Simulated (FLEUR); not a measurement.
# TaRu: parallel and opposed starts, part 2 of 2

Wanted: the moments of TaRu and the energy of each order that was tried.

FLEUR MaX-R8.1; PBEsol; all-electron FLAPW, Dirac cores, scalar-relativistic bands.

So far. Step 5 (Start 4: antiferro q=(1/2,1/2,1/2) +-): It lies 0.447 meV a seeded atom over the first start. Step 6 (Run 5 (no spin polarisation)): It lies 0.446 meV a seeded atom over the first start.

### Step 7. A faulty input

An input with a fault is tried, to see how the program answers.

The input, inp.xml:

```
<?xml version="1.0" encoding="UTF-8" standalone="no"?>
<fleurInput fleurInputVersion="0.39">
   <comment>
      TaRu
   </comment>
   <calculationSetup>
      <cutoffs Kmax="3.6" Gmax="10.8" GmaxXC="10.8" numbands="0"/>
      <scfLoop itmax="50" minDistance="0.00002" maxIterBroyd="15" imix="Anderson" alpha="0.05" precondParam="0.0" spinf="2.0" sdNocoIR="T"/>
      <coreElectrons ctail="T" frcor="F" kcrel="0" coretail_lmax="0"/>
      <xcFunctional name="PBEs" relativisticCorrections="F"/>
      <magnetism jspins="2"/>
      <soc l_soc="F" theta="0.0" phi="0.0" spav="F"/>
      <expertModes spex="0" secvar="F"/>
      <geometryOptimization l_f="F" forcealpha="1.0" forcemix="BFGS" epsdisp="0.00001" epsforce="0.00001"/>
      <ldaU l_linMix="F" mixParam="0.05" spinf="1.0"/>
   </calculationSetup>
   <cell>
      <bzIntegration valenceElectrons="41.0" mode="hist" fermiSmearingEnergy="0.00110248">
         <kPointListSelection listName="default-1"/>
         <xi:include xmlns:xi="http://www.w3.org/2001/XInclude" href="kpts.xml"> </xi:include>
      </bzIntegration>
      <xi:include xmlns:xi="http://www.w3.org/2001/XInclude" href="sym.xml"> </xi:include>
      <bulkLattice scale="1.0">
         <bravaisMatrix>
            <row-1>    6.0225571591001996     0.0000000000000000     0.0000000000000000</row-1>
            <row-2>    0.0000000000000000     6.0225571591001996     0.0000000000000000</row-2>
            <row-3>    0.0000000000000000     0.0000000000000000     6.0225571591001996</row-3>
         </bravaisMatrix>
      </bulkLattice>
   </cell>
   <atomSpecies>
      <species name="Tantalum (Ta)" element="Ta" atomicNumber="73">
         <mtSphere radius="1.00" gridPoints="839" logIncrement="0.016"/>
         <atomicCutoffs lmax="10" lnonsphr="8"/>
         <electronConfig flipSpins="F">
            <coreConfig>(1s1/2) (2s1/2) (2p1/2) (2p3/2) (3s1/2) (3p1/2) (3p3/2) (4s1/2) (3d3/2) (3d5/2) (4p1/2) (4p3/2) (4d3/2) (4d5/2)</coreConfig>
            <valenceConfig>(5s1/2) (5p1/2) (5p3/2) (6s1/2) (4f5/2) (4f7/2) (5d3/2) (5d5/2)</valenceConfig>
            <stateOccupation state="(5d3/2)" spinUp="0.600000" spinDown="0.600000"/>
            <stateOccupation state="(5d5/2)" spinUp="0.900000" spinDown="0.900000"/>
         </electronConfig>
         <energyParameters s="6" p="6" d="5" f="5"/>
         <lo type="SCLO" l="0" n="5" eDeriv="0"/>
         <lo type="SCLO" l="1" n="5" eDeriv="0"/>
         <lo type="SCLO" l="3" n="4" eDeriv="0"/>
      </species>
      <species name="Ruthenium 1.500" element="Ru" atomicNumber="44">
         <mtSphere radius="1.00" gridPoints="839" logIncrement="0.015"/>
         <atomicCutoffs lmax="10" lnonsphr="8"/>
         <electronConfig flipSpins="F">
            <coreConfig>(1s1/2) (2s1/2) (2p1/2) (2p3/2) (3s1/2) (3p1/2) (3p3/2) (4s1/2) (3d3/2) (3d5/2)</coreConfig>
            <valenceConfig>(4p1/2) (4p3/2) (5s1/2) (4d3/2) (4d5/2)</valenceConfig>
            <stateOccupation state="(5s1/2)" spinUp="0.5" spinDown="0.5"/>
            <stateOccupation state="(4d3/2)" spinUp="1.4" spinDown="1.4"/>
            <stateOccupation state="(4d5/2)" spinUp="2.85" spinDown="1.35"/>
         </electronConfig>
         <energyParameters s="5" p="5" d="4" f="4"/>
         <lo type="SCLO" l="1" n="4" eDeriv="0"/>
      </species>
   </atomSpecies>
   <atomGroups>
      <atomGroup species="Tantalum (Ta)">
         <relPos label="                   1">1.000/2.000 1.000/2.000 1.000/2.000</relPos>
         <force calculate="T" relaxXYZ="TTT"/>
      </atomGroup>
      <atomGroup species="Ruthenium 1.500">
         <relPos label="                   2">.0000000000 .0000000000 .0000000000</relPos>
         <force calculate="T" relaxXYZ="TTT"/>
      </atomGroup>
   </atomGroups>
   <output dos="F" band="F" slice="F">
      <bandDOS minEnergy="-.5*Htr" maxEnergy="0.5*Htr" sigma="0.015" storeEVData="T"/>
      <plotting iplot="0" polar="F">
         <plot TwoD="T" vec1="  1.0  0.0  0.0" vec2="  0.0  1.0  0.0" vec3="  0.0  0.0  1.0" zero="  0.0  0.0  0.0" file="plot"/>
      </plotting>
      <moessbauerParams electricFieldGradient="F" isomerShift="F" coreHyperfine="F" valenceHyperfine="F"/>
   </output>
</fleurInput>
```

The input, crystal.txt:

```
TaRu
&input film=F cartesian=F /
3.18700000000  0.00000000000  0.00000000000
0.00000000000  3.18700000000  0.00000000000
0.00000000000  0.00000000000  3.18700000000
1.8897261246
1.0 1.0 1.0

2
73 0.50000000000  0.50000000000  0.50000000000
44 0.00000000000  0.00000000000  0.00000000000 : 1.500

&kpt div1=8 div2=8 div3=8 gamma=T /
```

Run with:

```
> OMP_NUM_THREADS=1 inpgen -f crystal.txt > inpgen.log  # inp.xml is then edited as shown
> OMP_NUM_THREADS=1 mpirun -n 4 fleur_MPI > fleur.log
```

Wall time 3.6 s (4 MPI ranks of Arm Neoverse V1, shared host); peak memory 0.15 GiB.

The run ended with an error.

The program's message: “Too low eigenvalue detected”

The fault in the input: spheres far too small.

Small spheres leave the sharp parts of the states to plane waves, which this Kmax can't hold, and cores leak out.

### Step 8. The states side by side

Free energies are divided by the number of seeded atoms, so that cells of unlike size compare. Wavevectors q in the names are fractions of the primitive cell's reciprocal vectors.

Orders:

```csv
start,final state,typed order kept,energy over the lowest (meV a seeded atom),largest sphere moment (μB),net moment (μB a primitive cell),mesh matched,CPU time (s)
ferro +,ferromagnetic,yes,0,0.1776,0.1972,yes,111.7
"antiferro q=(0,0,1/2) +-",non-magnetic,no,0.4468,0,0,yes,421.4
"antiferro q=(0,1/2,1/2) +-",non-magnetic,no,0.4469,0,0,yes,690.4
"antiferro q=(1/2,1/2,1/2) +-",non-magnetic,no,0.447,0,0,yes,346.1
no spin polarisation,non-magnetic,-,0.4461,0,0,yes,35.58
```

### Step 9. Spin–orbit coupling, moments along [001]

Spin–orbit coupling ties the spins to the lattice and lets orbital moments form.

A new self-consistent run of the start ferro +, with the moments along z.

The input, inp.xml:

```
<?xml version="1.0" encoding="UTF-8" standalone="no"?>
<fleurInput fleurInputVersion="0.39">
   <comment>
      TaRu
   </comment>
   <calculationSetup>
      <cutoffs Kmax="3.6" Gmax="10.8" GmaxXC="10.8" numbands="81"/>
      <scfLoop itmax="90" minDistance="0.00002" maxIterBroyd="15" imix="Anderson" alpha="0.05" precondParam="0.0" spinf="2.0" sdNocoIR="T"/>
      <coreElectrons ctail="T" frcor="F" kcrel="0" coretail_lmax="0"/>
      <xcFunctional name="PBEs" relativisticCorrections="F"/>
      <magnetism jspins="2"/>
      <soc l_soc="T" theta="0.0" phi="0.0" spav="F"/>
      <expertModes spex="0" secvar="F"/>
      <geometryOptimization l_f="F" forcealpha="1.0" forcemix="BFGS" epsdisp="0.00001" epsforce="0.00001"/>
      <ldaU l_linMix="F" mixParam="0.05" spinf="1.0"/>
   </calculationSetup>
   <cell>
      <bzIntegration valenceElectrons="41.0" mode="hist" fermiSmearingEnergy="0.00110248">
         <kPointListSelection listName="default-1"/>
         <xi:include xmlns:xi="http://www.w3.org/2001/XInclude" href="kpts.xml"> </xi:include>
      </bzIntegration>
      <xi:include xmlns:xi="http://www.w3.org/2001/XInclude" href="sym.xml"> </xi:include>
      <bulkLattice scale="1.0">
         <bravaisMatrix>
            <row-1>    6.0225571591001996     0.0000000000000000     0.0000000000000000</row-1>
            <row-2>    0.0000000000000000     6.0225571591001996     0.0000000000000000</row-2>
            <row-3>    0.0000000000000000     0.0000000000000000     6.0225571591001996</row-3>
         </bravaisMatrix>
      </bulkLattice>
   </cell>
   <atomSpecies>
      <species name="Tantalum (Ta)" element="Ta" atomicNumber="73">
         <mtSphere radius="2.54" gridPoints="839" logIncrement="0.016"/>
         <atomicCutoffs lmax="10" lnonsphr="8"/>
         <electronConfig flipSpins="F">
            <coreConfig>(1s1/2) (2s1/2) (2p1/2) (2p3/2) (3s1/2) (3p1/2) (3p3/2) (4s1/2) (3d3/2) (3d5/2) (4p1/2) (4p3/2) (4d3/2) (4d5/2)</coreConfig>
            <valenceConfig>(5s1/2) (5p1/2) (5p3/2) (6s1/2) (4f5/2) (4f7/2) (5d3/2) (5d5/2)</valenceConfig>
            <stateOccupation state="(5d3/2)" spinUp="0.600000" spinDown="0.600000"/>
            <stateOccupation state="(5d5/2)" spinUp="0.900000" spinDown="0.900000"/>
         </electronConfig>
         <energyParameters s="6" p="6" d="5" f="5"/>
         <lo type="SCLO" l="0" n="5" eDeriv="0"/>
         <lo type="SCLO" l="1" n="5" eDeriv="0"/>
         <lo type="SCLO" l="3" n="4" eDeriv="0"/>
      </species>
      <species name="Ruthenium 1.500" element="Ru" atomicNumber="44">
         <mtSphere radius="2.54" gridPoints="839" logIncrement="0.015"/>
         <atomicCutoffs lmax="10" lnonsphr="8"/>
         <electronConfig flipSpins="F">
            <coreConfig>(1s1/2) (2s1/2) (2p1/2) (2p3/2) (3s1/2) (3p1/2) (3p3/2) (4s1/2) (3d3/2) (3d5/2)</coreConfig>
            <valenceConfig>(4p1/2) (4p3/2) (5s1/2) (4d3/2) (4d5/2)</valenceConfig>
            <stateOccupation state="(5s1/2)" spinUp="0.5" spinDown="0.5"/>
            <stateOccupation state="(4d3/2)" spinUp="1.4" spinDown="1.4"/>
            <stateOccupation state="(4d5/2)" spinUp="2.85" spinDown="1.35"/>
         </electronConfig>
         <energyParameters s="5" p="5" d="4" f="4"/>
         <lo type="SCLO" l="1" n="4" eDeriv="0"/>
      </species>
   </atomSpecies>
   <atomGroups>
      <atomGroup species="Tantalum (Ta)">
         <relPos label="                   1">1.000/2.000 1.000/2.000 1.000/2.000</relPos>
         <force calculate="T" relaxXYZ="TTT"/>
      </atomGroup>
      <atomGroup species="Ruthenium 1.500">
         <relPos label="                   2">.0000000000 .0000000000 .0000000000</relPos>
         <force calculate="T" relaxXYZ="TTT"/>
      </atomGroup>
   </atomGroups>
   <output dos="F" band="F" slice="F">
      <bandDOS minEnergy="-.5*Htr" maxEnergy="0.5*Htr" sigma="0.015" storeEVData="T"/>
      <plotting iplot="0" polar="F">
         <plot TwoD="T" vec1="  1.0  0.0  0.0" vec2="  0.0  1.0  0.0" vec3="  0.0  0.0  1.0" zero="  0.0  0.0  0.0" file="plot"/>
      </plotting>
      <moessbauerParams electricFieldGradient="F" isomerShift="F" coreHyperfine="F" valenceHyperfine="F"/>
   </output>
</fleurInput>
```

The input, crystal.txt:

```
TaRu
&input film=F cartesian=F /
3.18700000000  0.00000000000  0.00000000000
0.00000000000  3.18700000000  0.00000000000
0.00000000000  0.00000000000  3.18700000000
1.8897261246
1.0 1.0 1.0

2
73 0.50000000000  0.50000000000  0.50000000000
44 0.00000000000  0.00000000000  0.00000000000 : 1.500

&soc 0.0000000 0.0000000 /
&kpt div1=8 div2=8 div3=8 gamma=T /
```

Run time: 2.4 min. Hardware: 4 MPI ranks; peak memory 0.37 GiB; 9.8 min of CPU time.

Numbers from this step:

| Quantity | Value |
| --- | --- |
| free energy | -548339.3292 eV |
| program's band gap on this mesh (in a metal only a level spacing) | 2.17e-5 eV |
| magnetization | 0.1878 μB |
| final state | ferromagnetic |
| largest moment | 0.1716 μB |
| orbital moment along the spin | 0.00519 μB |

Orbital moment in the sphere, along the spin axis by atom:

```csv
atom,"orbital moment in the sphere, along the spin axis (μB)"
Ta1,-0.0026
Ru2,0.0052
```

### Step 10. Outcome

| Quantity | Value |
| --- | --- |
| lowest state found | ferromagnetic (typed ferro +) |
| largest site spin moment | 0.178 μB |
| next finished state | non-magnetic, 0.446 meV a seeded atom higher |
| energy gained by spin polarisation | 0.446 meV a seeded atom |
| orbital moment on the atom of largest spin, along its spin (spin–orbit run) | 0.00519 μB |

The lowest state found is ferromagnetic, reached from the start ferro +, with moments up to 0.178 μB. The two lowest states lie so close that the mesh, the functional or spin–orbit coupling could swap them. Spin polarisation gains little, as in a weak itinerant magnet. 3 starts left the typed pattern (a sign turned, or a seeded moment died or shrank under 0.15 μB), so such an energy belongs to the state reached, not the one typed. On the atom of largest spin the orbital moment is almost quenched. Only 5 starts were tried; other patterns of signs, canted and longer-period orders were not.

[Logs and program files are shortened in this print: banners, set-up blocks, solver, clock and traceback lines can be left out without a mark of their own.]

[Logs are printed without paths, hosts, clocks, repeated set-up lines and the standing remarks that a program may print on its own settings, such as how far it seeks lower states.]

[Hosts, paths, dates, database ids (printed as entryN), source tags and the programs' standing remarks are cut or masked in the printed files.]

[Where a cell is said to come from a database of computed structures, the database is the Materials Project.]
